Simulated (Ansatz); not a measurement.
In doubt: the program warns that the response may not be converged on this k-mesh (in some of the runs), which bears on dielectric and field responses.

The crystal is CsPbI2Br (P4/mmm).

```cif
data_structure
_symmetry_space_group_name_H-M 'P 1'
_symmetry_Int_Tables_number 1
_cell_length_a 6.3753
_cell_length_b 6.3753
_cell_length_c 5.9622
_cell_angle_alpha 90.000
_cell_angle_beta 90.000
_cell_angle_gamma 90.000
_cell_volume 242.33
loop_
_atom_site_label
_atom_site_type_symbol
_atom_site_fract_x
_atom_site_fract_y
_atom_site_fract_z
_atom_site_occupancy
Cs1 Cs 0.50000 0.50000 0.50000 1
Pb2 Pb 0.00000 0.00000 0.00000 1
I3 I 0.00000 0.50000 0.00000 1
I4 I 0.50000 0.00000 0.00000 1
Br5 Br 0.00000 0.00000 0.50000 1
```

The cell and positions are those that the Materials Project relaxed with its own functionals (PBE, PBE+U or r2SCAN), kept fixed. Spin-orbit coupling is left out unless a run names it.

Gaps computed with Ansatz 0.2.0 without a self-energy: LDA 1.36 eV, PBEsol 1.39 eV, PBE 1.47 eV, PBE+SOC 0.28 eV, r2SCAN 1.79 eV and HSE06 2.06 eV. The mean ε∞ by PBE perturbation theory is 5.23.

**Question.** What gap should G0W0 on PBE give (4×4×4 mesh, 1010 empty bands, screening to 150 eV, PAW set soft_1 files)?

About 2.44 eV: on its mesh the run moves the gap from 1.47 eV by +0.97 eV. Among the scalar-relativistic levels given, HSE06 is nearest (−0.38 eV). One-shot corrections scale roughly with one over ε∞, here 0.19. Spin-orbit coupling is not in that value; its −1.19 eV at the PBE level would bring it to about 1.24 eV. Bands and cutoff are finite, so the gap is not at the basis limit. The miss can reach some tenths of an eV and take either sign; the mesh is an error of its own. Where an edge is built on 6p states of lead, bismuth or thallium, scalar-relativistic gaps usually stand too wide, by a few tenths to over one eV. The many-body steps are scalar-relativistic: spin-orbit coupling is not in them.

[Paths, hosts, dates, memory and timing lines, banners, echoed tables and standing remarks are left out of the program output.]

[Logs are printed without paths, hosts, clocks, repeated set-up lines and the standing remarks that a program may print on its own settings, such as how far it seeks lower states.]

[Runs of the session that timed out or met a known fault of the program may be left out.]

[Cells called generated may have been cut or substituted from an entry of the Crystallography Open Database or the Materials Project.]

[Hosts, paths, dates, database ids (printed as entryN), source tags and the programs' standing remarks are cut or masked in the printed files.]
